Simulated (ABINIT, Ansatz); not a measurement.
# Converging GW for K2NaYF6 (Fm-3m) in ABINIT, part 2 of 2

What does each rung of G0W0 on K2NaYF6 (Fm-3m) cost, and what does it buy?

ABINIT 10.8.3; PBEsol and many-body steps on it, plane waves. Known limits of the many-body steps: not at the basis limit; no spin-orbit coupling; coarse k mesh.

So far. Step 3 (Screening, 2×2×2 mesh, 98 bands, screening to 76.2 eV): Local fields lower ε∞ by 8 %. On a Γ-centred mesh this coarse the value itself is usually too large, while a short band sum pulls it down. Step 4 (98 bands, 76.2 eV): The gap on the mesh goes from 6.16 eV to 10.00 eV, a correction of +3.84 eV.

**6. 230 bands, 141.5 eV**

This step: G0W0 on PBEsol, plane waves, norm-conserving pseudopotentials.

The input, run.abi:

```
acell 3*1.0 Angstrom
rprim 
  -0.000000000000 4.458286000000 4.458286000000
  4.458286000000 0.000000000000 4.458286000000
  4.458286000000 4.458286000000 0.000000000000
ntypat 4
znucl 19 11 39 9
natom 10
typat 1 1 2 3 4 4 4 4 4 4
xred 
  0.750000000000 0.750000000000 0.750000000000
  0.250000000000 0.250000000000 0.250000000000
  0.500000000000 0.500000000000 0.500000000000
  0.000000000000 -0.000000000000 0.000000000000
  0.755598000000 0.244402000000 0.244402000000
  0.244402000000 0.244402000000 0.755598000000
  0.244402000000 0.755598000000 0.755598000000
  0.244402000000 0.755598000000 0.244402000000
  0.755598000000 0.244402000000 0.755598000000
  0.755598000000 0.755598000000 0.244402000000
pp_dirpath "pseudos"
pseudos "K.upf, Na.upf, Y.upf, F.upf"
ecut 38
ngkpt 2 2 2
nshiftk 1
shiftk 0 0 0
kptopt 1
chksymbreak 0
istwfk *1
occopt 1
irdwfk 1
optdriver 4
nband 230
gwcalctyp 0
ecutsigx 38
symsigma 1
nkptgw 1
kptgw 
  0.0000000000 0.0000000000 0.0000000000
bdgw 
  38 44
ecuteps 5.2
irdscr 1
ppmodel 1
indata_prefix "in"
outdata_prefix "out"
tmpdata_prefix "tmp"
```

Run with:

```console
> OMP_NUM_THREADS=1 mpirun -n 4 abinit run.abi > log
```

Numbers of over 12 decimals in the logs are rounded to 6 here.

The program printed:

```text
.Version 10.8.3 of ABINIT. v10.8.2 released Aug 2026.

 Symmetries : space group Fm -3 m (#225); Bravais cF (face-center cubic)
[... echo of the input left out ...]
== DATASET  1 ==================================================================
-   mpi_nproc: 4, omp_nthreads: 1 (-1 if OMP is not activated)

--- !DatasetInfo
iteration_state: {dtset: 1, }
dimensions: {natom: 10, nkpt: 3, mband: 230, nsppol: 1, nspinor: 1, nspden: 1, mpw: 13424, }
cutoff_energies: {ecut:  38.0, pawecutdg:  -1.0, }
electrons: {nelect:   8.00000000E+01, charge:   0.00000000E+00, occopt:   1.00000000E+00, tsmear:   1.00000000E-02, }

 SIGMA: Calculation of the GW corrections

 Based on a program developped by R.W. Godby, V. Olevano, G. Onida, and L. Reining.
 Incorporated in ABINIT by V. Olevano, G.-M. Rignanese, and M. Torrent.
.Using double precision arithmetic ; gwpc =  8

[... cell and pseudopotentials left out ...]
--------------------------------------------------------------------------------

 ==== K-mesh for the wavefunctions ====
 Number of points in the irreducible wedge :     3
[... list of points left out ...]
 Together with 48 symmetry operations and time-reversal symmetry
 yields     8 points in the full Brillouin Zone.

 ==== Q-mesh for screening function ====
 Number of points in the irreducible wedge :     3
[... list of points left out ...]
 Together with 48 symmetry operations and time-reversal symmetry
 yields     8 points in the full Brillouin Zone.

 vcoul_init : cutoff-mode = AUXILIARY_FUNCTION
 q-points for optical limit:   1
     1)      0.000010    0.000020    0.000030
 setmesh: FFT mesh size selected  =    72x   72x   72
          total number of points  =       373248

 Number of electrons calculated from density =   80.0000; Expected =   80.0000
[...]
number of q-points in BZ                            8
 number of frequencies for dSigma/dE                 9
 frequency step for dSigma/dE [eV]                0.25
 number of omega for Sigma on real axis              0
 max omega for Sigma on real axis  [eV]           0.00
 zcut for avoiding poles [eV]                     0.10

 EPSILON^-1 parameters (SCR file):
 dimension of the eps^-1 matrix on file            645
 dimension of the eps^-1 matrix used               645
 number of plane-waves for wavefunctions         13371
 number of bands                                   230
 number of q-points in IBZ                           3
 number of frequencies                               2
 number of real frequencies                          1
 number of imag frequencies                          1

 matrix elements of self-energy operator (all in [eV])

 Perturbative Calculation

--- !SelfEnergy_ee
iteration_state: {dtset: 1, }
kpoint     : [   0.000,    0.000,    0.000, ]
spin       : 1
KS_gap     :    6.161
QP_gap     :    9.536
Delta_QP_KS:    3.375
data: !SigmaeeData |
     Band     E0 <VxcDFT>   SigX SigC(E0)      Z dSigC/dE  Sig(E)    E-E0       E
       38  -0.772 -22.132 -29.441   4.973   0.808  -0.238 -24.018  -1.887  -2.658
       39  -0.772 -22.132 -29.441   4.973   0.808  -0.238 -24.018  -1.887  -2.658
       40  -0.772 -22.132 -29.441   4.973   0.808  -0.238 -24.018  -1.887  -2.658
       41   5.389  -8.175  -3.998  -2.527   0.902  -0.109  -6.687   1.488   6.877
       42   7.505 -13.709  -7.709  -2.779   0.876  -0.142 -10.888   2.821  10.326
       43   7.505 -13.709  -7.709  -2.779   0.876  -0.142 -10.888   2.821  10.326
       44   7.505 -13.709  -7.709  -2.779   0.876  -0.142 -10.888   2.821  10.326

== END DATASET(S) ==============================================================
================================================================================

 -outvars: echo values of variables after computation  --------
           etotal      0.0000000000E+00
            nband         230
             nkpt           3
          spgroup         225
 [... the other variables as echoed above ...]

 Calculation completed.
```

The job ended after 25 s (4 MPI ranks of Arm Neoverse V2, shared host; peak memory 2.2 GiB; 100 s of CPU time).

This step gave:

- G0W0 gap on the points computed: 9.535 eV
- starting gap on the mesh: 6.161 eV
- k of the valence top: 0, 0, 0
- k of the conduction bottom: 0, 0, 0
- Z at the valence top: 0.808
- Z at the conduction bottom: 0.902
- least direct G0W0 gap on the computed points: 9.535 eV

Against G0W0 in ABINIT (2×2×2 mesh, 98 bands, screening to 76.2 eV, Godby-Needs plasmon pole), the gap moves by −0.466 eV.

**7. Screening, 2×2×2 mesh, 506 bands, screening to 217.7 eV**

This step: RPA screening on PBEsol, plane waves, norm-conserving pseudopotentials.

run.abi, as its differences from that of step 6:

```diff
@@ -31,15 +31,8 @@
 irdwfk 1
-optdriver 4
-nband 230
-gwcalctyp 0
-ecutsigx 38
-symsigma 1
-nkptgw 1
-kptgw 
-  0.0000000000 0.0000000000 0.0000000000
-bdgw 
-  38 44
-ecuteps 5.2
-irdscr 1
-ppmodel 1
+optdriver 3
+nband 506
+ecuteps 8
+inclvkb 2
+awtr 1
+symchi 1
 indata_prefix "in"
```

The program printed:

```text
.Version 10.8.3 of ABINIT. v10.8.2 released Aug 2026.

 Symmetries : space group Fm -3 m (#225); Bravais cF (face-center cubic)
[... echo of the input left out ...]
== DATASET  1 ==================================================================
-   mpi_nproc: 4, omp_nthreads: 1 (-1 if OMP is not activated)

--- !DatasetInfo
iteration_state: {dtset: 1, }
dimensions: {natom: 10, nkpt: 3, mband: 506, nsppol: 1, nspinor: 1, nspden: 1, mpw: 13424, }
cutoff_energies: {ecut:  38.0, pawecutdg:  -1.0, }
[...]
--------------------------------------------------------------------------------
[... chi0 elements left out ...]
 For q-point:  0.000010 0.000020 0.000030
  dielectric constant =   1.9333
  dielectric constant without local fields =   2.1407

  Average fulfillment of the sum rule on Im[epsilon] for q-point    1 :     71.36  [%]
[... wings left out ...]
  q-point number  2        q = ( 0.500000, 0.000000, 0.000000) [r.l.u.]
--------------------------------------------------------------------------------
[... chi0 elements left out ...]
  Average fulfillment of the sum rule on Im[epsilon] for q-point    2 :     74.13  [%]

 [... 1 further q-points ...]
```

It took 6.5 min on 4 MPI ranks; peak memory 5.2 GiB; 26 min of CPU time.

Numbers from this step:

| Quantity | Value |
| --- | --- |
| ε∞ with local fields, on this mesh, along the program's q direction | 1.933 |
| the same without local fields | 2.141 |
| plasma frequency | 24.95 eV |
| plane waves in the screening matrix | 1291 |

**8. 506 bands, 217.7 eV**

This step: G0W0 on PBEsol, plane waves, norm-conserving pseudopotentials.

run.abi, as its differences from that of step 7:

```diff
@@ -31,8 +31,15 @@
 irdwfk 1
-optdriver 3
+optdriver 4
 nband 506
+gwcalctyp 0
+ecutsigx 38
+symsigma 1
+nkptgw 1
+kptgw 
+  0.0000000000 0.0000000000 0.0000000000
+bdgw 
+  38 44
 ecuteps 8
-inclvkb 2
-awtr 1
-symchi 1
+irdscr 1
+ppmodel 1
 indata_prefix "in"
```

The program printed:

```text
.Version 10.8.3 of ABINIT. v10.8.2 released Aug 2026.

 Symmetries : space group Fm -3 m (#225); Bravais cF (face-center cubic)
[... echo of the input left out ...]
== DATASET  1 ==================================================================
-   mpi_nproc: 4, omp_nthreads: 1 (-1 if OMP is not activated)

--- !DatasetInfo
iteration_state: {dtset: 1, }
dimensions: {natom: 10, nkpt: 3, mband: 506, nsppol: 1, nspinor: 1, nspden: 1, mpw: 13424, }
cutoff_energies: {ecut:  38.0, pawecutdg:  -1.0, }
[...]
42   7.505 -13.709  -7.709  -3.144   0.874  -0.144 -11.213   2.496  10.001
       43   7.505 -13.709  -7.709  -3.144   0.874  -0.144 -11.213   2.496  10.001
       44   7.505 -13.709  -7.709  -3.144   0.874  -0.144 -11.213   2.496  10.001

== END DATASET(S) ==============================================================
================================================================================

 -outvars: echo values of variables after computation  --------
           etotal      0.0000000000E+00
            nband         506
             nkpt           3
          spgroup         225
 [... the other variables as echoed above ...]

 Calculation completed.
```

The job ended after 2.8 min (4 MPI ranks; peak memory 5.3 GiB; 11 min of CPU time).

Numbers from this step:

- G0W0 gap on the points computed: 9.582 eV
- starting gap on the mesh: 6.161 eV
- k of the valence top: 0, 0, 0
- k of the conduction bottom: 0, 0, 0
- least direct G0W0 gap on the computed points: 9.582 eV

Against G0W0 in ABINIT (2×2×2 mesh, 230 bands, screening to 141.5 eV, Godby-Needs plasmon pole), the gap moves by +0.047 eV.

**9. Side by side**

Times are wall times on 4 MPI ranks of Arm Neoverse V2, shared host, good to a factor of about two. A run's time includes the screening step that it read.

```tsv
run	mesh	bands	screening cutoff (eV)	DFT gap (eV)	gap on the mesh (eV)	direct (eV)	ε∞ used	time
98 bands, 76.2 eV	2×2×2	98	76.2	6.161	10.001	10.001	1.89	41 s
230 bands, 141.5 eV	2×2×2	230	141.5	6.161	9.535	9.535	1.93	2.2 min
506 bands, 217.7 eV	2×2×2	506	217.7	6.161	9.582	9.582	1.93	9.3 min
```

**10. What came out**

```
98 bands, 76.2 eV   : 10.001 eV
230 bands, 141.5 eV : 9.535 eV
506 bands, 217.7 eV : 9.582 eV
known limits        : not at the basis limit; no spin-orbit coupling; coarse k mesh
```

In words: From the first rung to the last the gap moves by −0.42 eV for 14 times the time. The gap turns back along the series, so no limit is drawn from it. In the first G0W0 run levels were corrected at 1 k point alone, so a gap called «on the mesh» is the least over those, and an edge elsewhere would be missed. The 2×2×2 mesh is coarse for this cell, which bears on the long-range parts of exchange and screening. The many-body steps are scalar-relativistic: spin-orbit coupling is not in them.

[Paths, hosts, dates, memory and timing lines, banners, echoed tables and standing remarks are left out of the program output.]

[Logs are printed without paths, hosts, clocks, repeated set-up lines and the standing remarks that a program may print on its own settings, such as how far it seeks lower states.]

[Runs of the session that timed out or met a known fault of the program may be left out.]

[No measured gap is set beside runs whose start may be inverted or whose files or cutoffs have a known fault.]

[Hosts, paths, dates, database ids (printed as entryN), source tags and the programs' standing remarks are cut or masked in the printed files.]

[G0W0 gaps are taken among the corrected bands and points alone; a level outside them can change the order at an edge.]

[Where Ansatz stands beside ABINIT at settings called matched, ABINIT's density can come from a denser mesh and the files from another edition; pairs whose starting gaps differed by over 0.03 eV were left out, so agreement reads better than it is.]
